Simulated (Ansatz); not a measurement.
# Resistivity from frozen vibrations: Zr(0001) with 2 thermally displaced layers, 2x2, part 2 of 2

Wanted: the phonon-limited resistivity of Zr at 80 K by the Landauer route. The measured value for the pure metal at this temperature is 6.64 µΩ cm (CRC Handbook of Chemistry and Physics, 84th ed., 2003, Electrical Resistivity of Pure Metals).

Ansatz 0.2.0; Ansatz plane-wave DFT, PBE, PAW files; ballistic transport by layer matching (Landauer), zero bias; PAW set soft_1.

So far. Step 2 (With 2 displaced layers): Over the solved energies the transmission per spin lies between 2.55 and 2.75, out of 2.76 channels of the lead on average (up to 2.84).

### Step 3. With 6 displaced layers

Each atom of 6 layers is moved at random, by amounts drawn from a normal law 0.0447 Å wide in each direction from the Debye model (291 K) at 80 K. A fresh draw is used; the growth of the resistance with length is what counts.

System of this step: Zr(0001) with 6 thermally displaced layers, 2x2. The cell holds 64 atoms: 64 Zr. Its edges and angles: a = 6.464 Å, b = 6.464 Å, c = 41.176 Å, α = 90.0°, β = 90.0°, γ = 120.0°. It derives from Zr. Regions: lead, 40 atoms (40 Zr); scattering region, 24 atoms (24 Zr). The structure is stacked along c, and the current runs across the ab planes.

Input file input.yaml:

```yaml
crystal:
  lattice:
    - [6.464, 0.0, 0.0]
    - [-3.232, 5.5979882101, 0.0]
    - [0.0, 0.0, 41.176]
  atoms:
    - { symbol: Zr, position: [0.1666666667, 0.3333333333, 0.03125] }
    - { symbol: Zr, position: [0.1666666667, 0.8333333333, 0.03125] }
    - { symbol: Zr, position: [0.6666666667, 0.3333333333, 0.03125] }
    - { symbol: Zr, position: [0.6666666667, 0.8333333333, 0.03125] }
    - { symbol: Zr, position: [0.3333333333, 0.1666666667, 0.09375] }
    - { symbol: Zr, position: [0.3333333333, 0.6666666667, 0.09375] }
    - { symbol: Zr, position: [0.8333333333, 0.1666666667, 0.09375] }
    - { symbol: Zr, position: [0.8333333333, 0.6666666667, 0.09375] }
    - { symbol: Zr, position: [0.1666666667, 0.3333333333, 0.15625] }
    - { symbol: Zr, position: [0.1666666667, 0.8333333333, 0.15625] }
    - { symbol: Zr, position: [0.6666666667, 0.3333333333, 0.15625] }
    - { symbol: Zr, position: [0.6666666667, 0.8333333333, 0.15625] }
    - { symbol: Zr, position: [0.3333333333, 0.1666666667, 0.21875] }
    - { symbol: Zr, position: [0.3333333333, 0.6666666667, 0.21875] }
    - { symbol: Zr, position: [0.8333333333, 0.1666666667, 0.21875] }
    - { symbol: Zr, position: [0.8333333333, 0.6666666667, 0.21875] }
    - { symbol: Zr, position: [0.1666666667, 0.3333333333, 0.28125] }
    - { symbol: Zr, position: [0.1666666667, 0.8333333333, 0.28125] }
    - { symbol: Zr, position: [0.6666666667, 0.3333333333, 0.28125] }
    - { symbol: Zr, position: [0.6666666667, 0.8333333333, 0.28125] }
    - { symbol: Zr, position: [0.3399609532, 0.1674178748, 0.3429423114] }
    - { symbol: Zr, position: [0.3251262555, 0.6630091945, 0.3439892055] }
    - { symbol: Zr, position: [0.8255110612, 0.1649952429, 0.3435770284] }
    - { symbol: Zr, position: [0.8379336062, 0.6683819069, 0.3441360535] }
    - { symbol: Zr, position: [0.1616243303, 0.3322976516, 0.4071016593] }
    - { symbol: Zr, position: [0.171970913, 0.8232727319, 0.4078946271] }
    - { symbol: Zr, position: [0.679101674, 0.3395764259, 0.4065372872] }
    - { symbol: Zr, position: [0.6703194994, 0.844983692, 0.4083794956] }
    - { symbol: Zr, position: [0.3510548392, 0.1771750433, 0.4691382345] }
    - { symbol: Zr, position: [0.3249539701, 0.6666310758, 0.4694631511] }
    - { symbol: Zr, position: [0.8259964864, 0.1698239015, 0.4692169756] }
    - { symbol: Zr, position: [0.8334190853, 0.657204936, 0.4680311699] }
    - { symbol: Zr, position: [0.1589728648, 0.3239859956, 0.5331395347] }
    - { symbol: Zr, position: [0.1645492842, 0.8359619752, 0.5309691038] }
    - { symbol: Zr, position: [0.6828994951, 0.343883718, 0.5319380326] }
    - { symbol: Zr, position: [0.6516262426, 0.8337490724, 0.5319927117] }
    - { symbol: Zr, position: [0.3378120473, 0.1617292616, 0.5957293132] }
    - { symbol: Zr, position: [0.321552968, 0.6613807069, 0.5947657767] }
    - { symbol: Zr, position: [0.8416728808, 0.1826668456, 0.5939547948] }
    - { symbol: Zr, position: [0.8274431624, 0.663649734, 0.5925646507] }
    - { symbol: Zr, position: [0.160343778, 0.3383706555, 0.6568813403] }
    - { symbol: Zr, position: [0.1726101665, 0.8273036328, 0.6580849351] }
    - { symbol: Zr, position: [0.6709681217, 0.3459136906, 0.65577985] }
    - { symbol: Zr, position: [0.6625750794, 0.835329251, 0.6573705027] }
    - { symbol: Zr, position: [0.3333333333, 0.1666666667, 0.71875] }
    - { symbol: Zr, position: [0.3333333333, 0.6666666667, 0.71875] }
    - { symbol: Zr, position: [0.8333333333, 0.1666666667, 0.71875] }
    - { symbol: Zr, position: [0.8333333333, 0.6666666667, 0.71875] }
    - { symbol: Zr, position: [0.1666666667, 0.3333333333, 0.78125] }
    - { symbol: Zr, position: [0.1666666667, 0.8333333333, 0.78125] }
    - { symbol: Zr, position: [0.6666666667, 0.3333333333, 0.78125] }
    - { symbol: Zr, position: [0.6666666667, 0.8333333333, 0.78125] }
    - { symbol: Zr, position: [0.3333333333, 0.1666666667, 0.84375] }
    - { symbol: Zr, position: [0.3333333333, 0.6666666667, 0.84375] }
    - { symbol: Zr, position: [0.8333333333, 0.1666666667, 0.84375] }
    - { symbol: Zr, position: [0.8333333333, 0.6666666667, 0.84375] }
    - { symbol: Zr, position: [0.1666666667, 0.3333333333, 0.90625] }
    - { symbol: Zr, position: [0.1666666667, 0.8333333333, 0.90625] }
    - { symbol: Zr, position: [0.6666666667, 0.3333333333, 0.90625] }
    - { symbol: Zr, position: [0.6666666667, 0.8333333333, 0.90625] }
    - { symbol: Zr, position: [0.3333333333, 0.1666666667, 0.96875] }
    - { symbol: Zr, position: [0.3333333333, 0.6666666667, 0.96875] }
    - { symbol: Zr, position: [0.8333333333, 0.1666666667, 0.96875] }
    - { symbol: Zr, position: [0.8333333333, 0.6666666667, 0.96875] }
kpoints:
  mp_grid: { grid: [4, 4, 1] }
hamiltonian:
  xc: pbe
  pseudopotentials: { kind: paw, azcp: { folder: soft_1 } }
scf:
  occupations: { method: fermi_dirac, width: 0.1 }
output:
  transmission: { leads: [[0, 8]], kmesh: [8, 8], e_range: [-0.05, 0.05], de: 0.05 }
  write_potential: true
  write_density: true
  volumetric_format: npy
```

On the command line:

```console
$ ansatz run input.yaml --threads 4 --pin off --max-ram 15360MiB --backend cpu --events-out ev --progress --plain --runs-dir out
```

Numbers of over 12 decimals in the logs are rounded to 6 here.

Log:

```text
[...]
Crystal: 64 atoms, lattice volume = 1489.970 Å³
Basis set: ecut = 420 eV, 29117 PW (Γ)
Bands: 461, of which v1, the nominal top of the filled ones, is band 384 counted from 1 (383 counted from 0)
Symmetry: 1 space group operations
[...]
k-points: 10 of 16 (time reversal used)
[...]
SCF iter   1: F=—  HF=-267773.276398 eV  |F-HF|=—  |Δ(HF+E_count)|=         —  Δρ=2.88e-2  dr2=1.94e1  ethr=3.10e-3  ⟨swp⟩=7.0  Hψ=18406  notcnv=0
[...]
SCF iter   9: F=-267767.753082 eV  HF=-267767.753082 eV  |F-HF|=3.90e-8  |Δ(HF+E_count)|=   2.37e-7  Δρ=1.99e-6  dr2=8.77e-8  ethr=1.30e-11  ⟨swp⟩=8.5  Hψ=15509  notcnv=0
SCF 1 converged in 9 iterations: F = -267767.753082 eV  dr2 = 8.77e-8
[...]
transmission: 224 of 2210 steps passed
transmission: 444 of 2210 steps passed
[...]
transmission: 2210 of 2210 steps passed
SCF converged after 9 iterations
Free energy (F): -267767.753082 eV
[...]
Internal energy: -267765.500233 eV  (E = F + TS)
E sigma→0 (E₀):  -267766.626657 eV
Entropy (-TS):   -2.252849 eV (-35.201 meV/atom)
Fermi energy:    13.958766 eV
[...]
--- Band table (eV; the first three rows and the last of 10) ---
  k-point 0: bands = [... 380 lower, 14.5960, 14.6020, 14.6070, 14.6138, 14.6144, 14.6298, 14.6336, 14.6380, ... 73 higher]
  k-point 1: bands = [... 380 lower, 14.1345, 14.1655, 14.1761, 14.1870, 14.2008, 14.2136, 14.2262, 14.2467, ... 73 higher]
  k-point 2: bands = [... 380 lower, 13.5930, 13.6013, 13.6289, 13.6557, 13.7647, 13.7823, 13.8012, 13.8117, ... 73 higher]
  k-point 9: bands = [... 380 lower, 13.5898, 13.6008, 13.6654, 13.6831, 13.7622, 13.7751, 13.7932, 13.8089, ... 73 higher]
--- Transmission ---
  basis      : 313 plane waves across, 65 finite elements along
  points     : 34, standing for a mesh of 8 x 8
[...]
channels       : 2.625000e0 a spin
[...]
slowest decay  : 0.0494 /Å at (0.0000, 0.0000)
  junction   : crystal 0 to crystal 0, 0.70 to 36.73 Å
    transmission   : 2.234956e0 a spin
[...]
```

Elapsed: 6.9 min, on 4 threads of Intel Xeon 6975P-C (Granite Rapids), shared host; peak memory 12 GiB.

Numbers from this step:

- free energy: -267767.7531 eV
- energy at zero smearing: -267766.6267 eV
- transmission per spin nearest the Fermi level: 2.235
- step of the lead's potential: 2.2 meV

Per spin. The transmission, zone mean by energy, zero at the Fermi level:

```tsv
energy (eV)	transmission, zone mean
-0.0500	2.46
0.0000	2.23
0.0500	2.34
```

Over the solved energies the transmission per spin lies between 2.23 and 2.46, out of 2.76 channels of the lead on average (up to 2.84).

### Step 4. With 10 displaced layers

Each atom of 10 layers is moved at random, by amounts drawn from a normal law 0.0447 Å wide in each direction from the Debye model (291 K) at 80 K. A fresh draw is used; the growth of the resistance with length is what counts.

System of this step: Zr(0001) with 10 thermally displaced layers, 2x2. The cell holds 80 atoms: 80 Zr. Cell: a = 6.464 Å, b = 6.464 Å, c = 51.470 Å, α = 90.0°, β = 90.0°, γ = 120.0°. It derives from Zr. Regions: lead, 40 atoms (40 Zr); scattering region, 40 atoms (40 Zr). The structure is stacked along c, and the current runs across the ab planes.

Input file input.yaml:

```yaml
crystal:
  lattice:
    - [6.464, 0.0, 0.0]
    - [-3.232, 5.5979882101, 0.0]
    - [0.0, 0.0, 51.47]
  atoms:
    - { symbol: Zr, position: [0.1666666667, 0.3333333333, 0.025] }
    - { symbol: Zr, position: [0.1666666667, 0.8333333333, 0.025] }
    - { symbol: Zr, position: [0.6666666667, 0.3333333333, 0.025] }
    - { symbol: Zr, position: [0.6666666667, 0.8333333333, 0.025] }
    - { symbol: Zr, position: [0.3333333333, 0.1666666667, 0.075] }
    - { symbol: Zr, position: [0.3333333333, 0.6666666667, 0.075] }
    - { symbol: Zr, position: [0.8333333333, 0.1666666667, 0.075] }
    - { symbol: Zr, position: [0.8333333333, 0.6666666667, 0.075] }
    - { symbol: Zr, position: [0.1666666667, 0.3333333333, 0.125] }
    - { symbol: Zr, position: [0.1666666667, 0.8333333333, 0.125] }
    - { symbol: Zr, position: [0.6666666667, 0.3333333333, 0.125] }
    - { symbol: Zr, position: [0.6666666667, 0.8333333333, 0.125] }
    - { symbol: Zr, position: [0.3333333333, 0.1666666667, 0.175] }
    - { symbol: Zr, position: [0.3333333333, 0.6666666667, 0.175] }
    - { symbol: Zr, position: [0.8333333333, 0.1666666667, 0.175] }
    - { symbol: Zr, position: [0.8333333333, 0.6666666667, 0.175] }
    - { symbol: Zr, position: [0.1666666667, 0.3333333333, 0.225] }
    - { symbol: Zr, position: [0.1666666667, 0.8333333333, 0.225] }
    - { symbol: Zr, position: [0.6666666667, 0.3333333333, 0.225] }
    - { symbol: Zr, position: [0.6666666667, 0.8333333333, 0.225] }
    - { symbol: Zr, position: [0.332108177, 0.1619879808, 0.2738343898] }
    - { symbol: Zr, position: [0.3256431614, 0.6706833693, 0.2758601273] }
    - { symbol: Zr, position: [0.8279040418, 0.1580819216, 0.2757587324] }
    - { symbol: Zr, position: [0.8216241081, 0.6609688743, 0.2755397063] }
    - { symbol: Zr, position: [0.1526393335, 0.3364206314, 0.324494515] }
    - { symbol: Zr, position: [0.1671204348, 0.832728438, 0.325175651] }
    - { symbol: Zr, position: [0.6684404498, 0.3272735567, 0.326234929] }
    - { symbol: Zr, position: [0.6750621732, 0.8400752049, 0.3260123452] }
    - { symbol: Zr, position: [0.3421557639, 0.1734113031, 0.3750656959] }
    - { symbol: Zr, position: [0.3229205139, 0.6655875847, 0.37433124] }
    - { symbol: Zr, position: [0.8245205444, 0.1687318416, 0.3745058922] }
    - { symbol: Zr, position: [0.8220400182, 0.6583325348, 0.3752332725] }
    - { symbol: Zr, position: [0.1744322457, 0.34390047, 0.4249879072] }
    - { symbol: Zr, position: [0.1794786202, 0.8445381731, 0.4259995714] }
    - { symbol: Zr, position: [0.6552076754, 0.343151168, 0.4252951527] }
    - { symbol: Zr, position: [0.6710823174, 0.8362996373, 0.4253326417] }
    - { symbol: Zr, position: [0.3341097266, 0.1637987589, 0.4733473509] }
    - { symbol: Zr, position: [0.3293685213, 0.6602444229, 0.4759387347] }
    - { symbol: Zr, position: [0.8316685746, 0.167333679, 0.4742616352] }
    - { symbol: Zr, position: [0.829753747, 0.6665745114, 0.473709109] }
    - { symbol: Zr, position: [0.1683236216, 0.3324857598, 0.5239695297] }
    - { symbol: Zr, position: [0.1521206689, 0.837432892, 0.5247413794] }
    - { symbol: Zr, position: [0.6620555068, 0.3314463326, 0.5265786399] }
    - { symbol: Zr, position: [0.6666681108, 0.8340254672, 0.5237076336] }
    - { symbol: Zr, position: [0.3483985314, 0.1739978823, 0.5759272382] }
    - { symbol: Zr, position: [0.3373255077, 0.6739912247, 0.5753223778] }
    - { symbol: Zr, position: [0.836968552, 0.1654505642, 0.5737190921] }
    - { symbol: Zr, position: [0.8327223309, 0.6512053128, 0.5747914789] }
    - { symbol: Zr, position: [0.1610848677, 0.3250003276, 0.6255328453] }
    - { symbol: Zr, position: [0.1635349798, 0.8298425237, 0.6254517775] }
    - { symbol: Zr, position: [0.668918082, 0.3444320201, 0.6253054381] }
    - { symbol: Zr, position: [0.655616427, 0.8177976248, 0.6238634744] }
    - { symbol: Zr, position: [0.3406520283, 0.1662623134, 0.6747539453] }
    - { symbol: Zr, position: [0.3395801145, 0.6564176188, 0.6744910239] }
    - { symbol: Zr, position: [0.8324055984, 0.1713518126, 0.6744233432] }
    - { symbol: Zr, position: [0.8226754828, 0.6538406715, 0.6756338537] }
    - { symbol: Zr, position: [0.1703419015, 0.3295268304, 0.7251419534] }
    - { symbol: Zr, position: [0.1558365338, 0.829563296, 0.7261975321] }
    - { symbol: Zr, position: [0.6768364386, 0.3517943631, 0.7243158765] }
    - { symbol: Zr, position: [0.6699011386, 0.8317711381, 0.7254917338] }
    - { symbol: Zr, position: [0.3333333333, 0.1666666667, 0.775] }
    - { symbol: Zr, position: [0.3333333333, 0.6666666667, 0.775] }
    - { symbol: Zr, position: [0.8333333333, 0.1666666667, 0.775] }
    - { symbol: Zr, position: [0.8333333333, 0.6666666667, 0.775] }
    - { symbol: Zr, position: [0.1666666667, 0.3333333333, 0.825] }
    - { symbol: Zr, position: [0.1666666667, 0.8333333333, 0.825] }
    - { symbol: Zr, position: [0.6666666667, 0.3333333333, 0.825] }
    - { symbol: Zr, position: [0.6666666667, 0.8333333333, 0.825] }
    - { symbol: Zr, position: [0.3333333333, 0.1666666667, 0.875] }
    - { symbol: Zr, position: [0.3333333333, 0.6666666667, 0.875] }
    - { symbol: Zr, position: [0.8333333333, 0.1666666667, 0.875] }
    - { symbol: Zr, position: [0.8333333333, 0.6666666667, 0.875] }
    - { symbol: Zr, position: [0.1666666667, 0.3333333333, 0.925] }
    - { symbol: Zr, position: [0.1666666667, 0.8333333333, 0.925] }
    - { symbol: Zr, position: [0.6666666667, 0.3333333333, 0.925] }
    - { symbol: Zr, position: [0.6666666667, 0.8333333333, 0.925] }
    - { symbol: Zr, position: [0.3333333333, 0.1666666667, 0.975] }
    - { symbol: Zr, position: [0.3333333333, 0.6666666667, 0.975] }
    - { symbol: Zr, position: [0.8333333333, 0.1666666667, 0.975] }
    - { symbol: Zr, position: [0.8333333333, 0.6666666667, 0.975] }
kpoints:
  mp_grid: { grid: [4, 4, 1] }
hamiltonian:
  xc: pbe
  pseudopotentials: { kind: paw, azcp: { folder: soft_1 } }
scf:
  occupations: { method: fermi_dirac, width: 0.1 }
output:
  transmission: { leads: [[0, 8]], kmesh: [8, 8], e_range: [-0.05, 0.05], de: 0.05 }
  write_potential: true
  write_density: true
  volumetric_format: npy
```

Log:

```text
[...]
Crystal: 80 atoms, lattice volume = 1862.462 Å³
Basis set: ecut = 420 eV, 36449 PW (Γ)
Bands: 576, of which v1, the nominal top of the filled ones, is band 480 counted from 1 (479 counted from 0)
Symmetry: 1 space group operations
[...]
k-points: 10 of 16 (time reversal used)
[...]
SCF iter   1: F=—  HF=-334716.504395 eV  |F-HF|=—  |Δ(HF+E_count)|=         —  Δρ=2.89e-2  dr2=2.64e1  ethr=3.10e-3  ⟨swp⟩=6.7  Hψ=24707  notcnv=0
[...]
SCF iter  10: F=-334709.510514 eV  HF=-334709.510514 eV  |F-HF|=8.15e-8  |Δ(HF+E_count)|=   1.28e-9  Δρ=9.68e-7  dr2=8.95e-8  ethr=1.04e-11  ⟨swp⟩=9.5  Hψ=14018  notcnv=0
SCF 1 converged in 10 iterations: F = -334709.510514 eV  dr2 = 8.95e-8
[...]
transmission: 285 of 2788 steps passed
transmission: 558 of 2788 steps passed
[...]
transmission: 2788 of 2788 steps passed
SCF converged after 10 iterations
Free energy (F): -334709.510514 eV
[...]
Internal energy: -334706.692131 eV  (E = F + TS)
E sigma→0 (E₀):  -334708.101323 eV
Entropy (-TS):   -2.818383 eV (-35.230 meV/atom)
Fermi energy:    13.953997 eV
[...]
--- Band table (eV; the first three rows and the last of 10) ---
  k-point 0: bands = [... 476 lower, 14.5809, 14.5843, 14.5887, 14.5955, 14.6031, 14.6310, 14.6346, 14.6387, ... 92 higher]
  k-point 1: bands = [... 476 lower, 14.1677, 14.1820, 14.1940, 14.2004, 14.2086, 14.2149, 14.2187, 14.2372, ... 92 higher]
  k-point 2: bands = [... 476 lower, 13.6118, 13.6171, 13.6664, 13.6793, 13.7024, 13.7163, 13.7380, 13.7466, ... 92 higher]
  k-point 9: bands = [... 476 lower, 13.6305, 13.6394, 13.6748, 13.6944, 13.7128, 13.7164, 13.7236, 13.7498, ... 92 higher]
--- Transmission ---
  basis      : 313 plane waves across, 82 finite elements along
  points     : 34, standing for a mesh of 8 x 8
[...]
channels       : 2.625000e0 a spin
[...]
slowest decay  : 0.0505 /Å at (0.0000, 0.0000)
  junction   : crystal 0 to crystal 0, 0.70 to 47.02 Å
    transmission   : 2.032953e0 a spin
[...]
```

Elapsed: 11 min, on 4 threads; peak memory 8.8 GiB; 37 min of CPU time.

Numbers from this step:

- free energy: -334709.5105 eV
- energy at zero smearing: -334708.1013 eV
- Fermi energy: 13.95 eV
- transmission per spin nearest the Fermi level: 2.033
- step of the lead's potential: 5.8 meV

Per spin. Transmission, zone mean against energy, zero at the Fermi level:

```tsv
energy (eV)	transmission, zone mean
-0.0500	2.29
0.0000	2.03
0.0500	2.12
```

Over the solved energies the transmission per spin lies between 2.03 and 2.29, out of 2.76 channels of the lead on average (up to 2.84).

### Step 5. Resistance against length

This step: Ansatz plane-wave DFT, PBE, PAW files; ballistic transport by layer matching (Landauer), zero bias; resistivity from the slope of the area resistance; PAW set soft_1 (Ansatz 0.2.0).

Numbers from this step:

```yaml
resistivity: 20.47 µΩ cm
intercept: -0.03337 fΩ m²
scatter_about_the_fit: 0.01116 fΩ m²
```

Resistance, by row:

```tsv
run	length (Å)	T	channels N	RA (fΩ m²)
n2	5.147	2.66	2.76	0.06411
n6	15.44	2.346	2.76	0.2985
n10	25.73	2.145	2.76	0.4856
```

The area resistance by length of the displaced region:

```tsv
length of the displaced region (Å)	area resistance (fΩ m²)
5.15	0.0641
15.44	0.299
25.73	0.486
```

The area resistance goes from 0.064 to 0.49 fΩ m² between 5.1 and 25.7 Å, a slope of 20 µΩ cm.

By hand from the end points: (0.4856 − 0.06411) fΩ m² / (25.73 − 5.15) Å = 20 µΩ cm, since 1 fΩ m² per Å is 1000 µΩ cm.

### Step 6. Summary of results

- resistivity from the slope: 20.5 µΩ cm
- area resistance over 5.15 Å: 0.0641 fΩ m²
- area resistance over 15.4 Å: 0.299 fΩ m²
- area resistance over 25.7 Å: 0.486 fΩ m²

**Reading.** The slope gives 20 µΩ cm. The points scatter by 0.011 fΩ m² about the line, with one random draw a length in a 2x2 cell, so the slope is a rough value. The mean square of the displacements drawn is 0.73, 0.99 and 0.93 of the nominal one at the three lengths; with each resistance scaled back by that, the slope is 21 µΩ cm, the value used below. The current runs along the hexagonal axis, while the measured value below is not for that direction. Read with a model of isotropic scattering on a spherical Fermi surface and the lead's 0.59×10¹⁵ S/m², this slope means a mean free path near 66 Å; over these lengths the model's slope is 1.11 times its bulk resistivity, which would be 19 µΩ cm. This far under the Debye temperature the model doesn't describe a real metal: frozen displacements count zero-point motion as scattering and turn electrons through all angles, while in the metal the short-wave phonons freeze out. The measured value is 6.64 µΩ cm (CRC Handbook of Chemistry and Physics, 84th ed., 2003, Electrical Resistivity of Pure Metals); the scaled slope is 3.2 times that and the corrected value 2.9: clearly high.

[Logs are printed without paths, hosts, clocks, repeated set-up lines and the standing remarks that a program may print on its own settings, such as how far it seeks lower states.]

[Hosts, paths, dates, database ids (printed as entryN), source tags and the programs' standing remarks are cut or masked in the printed files.]
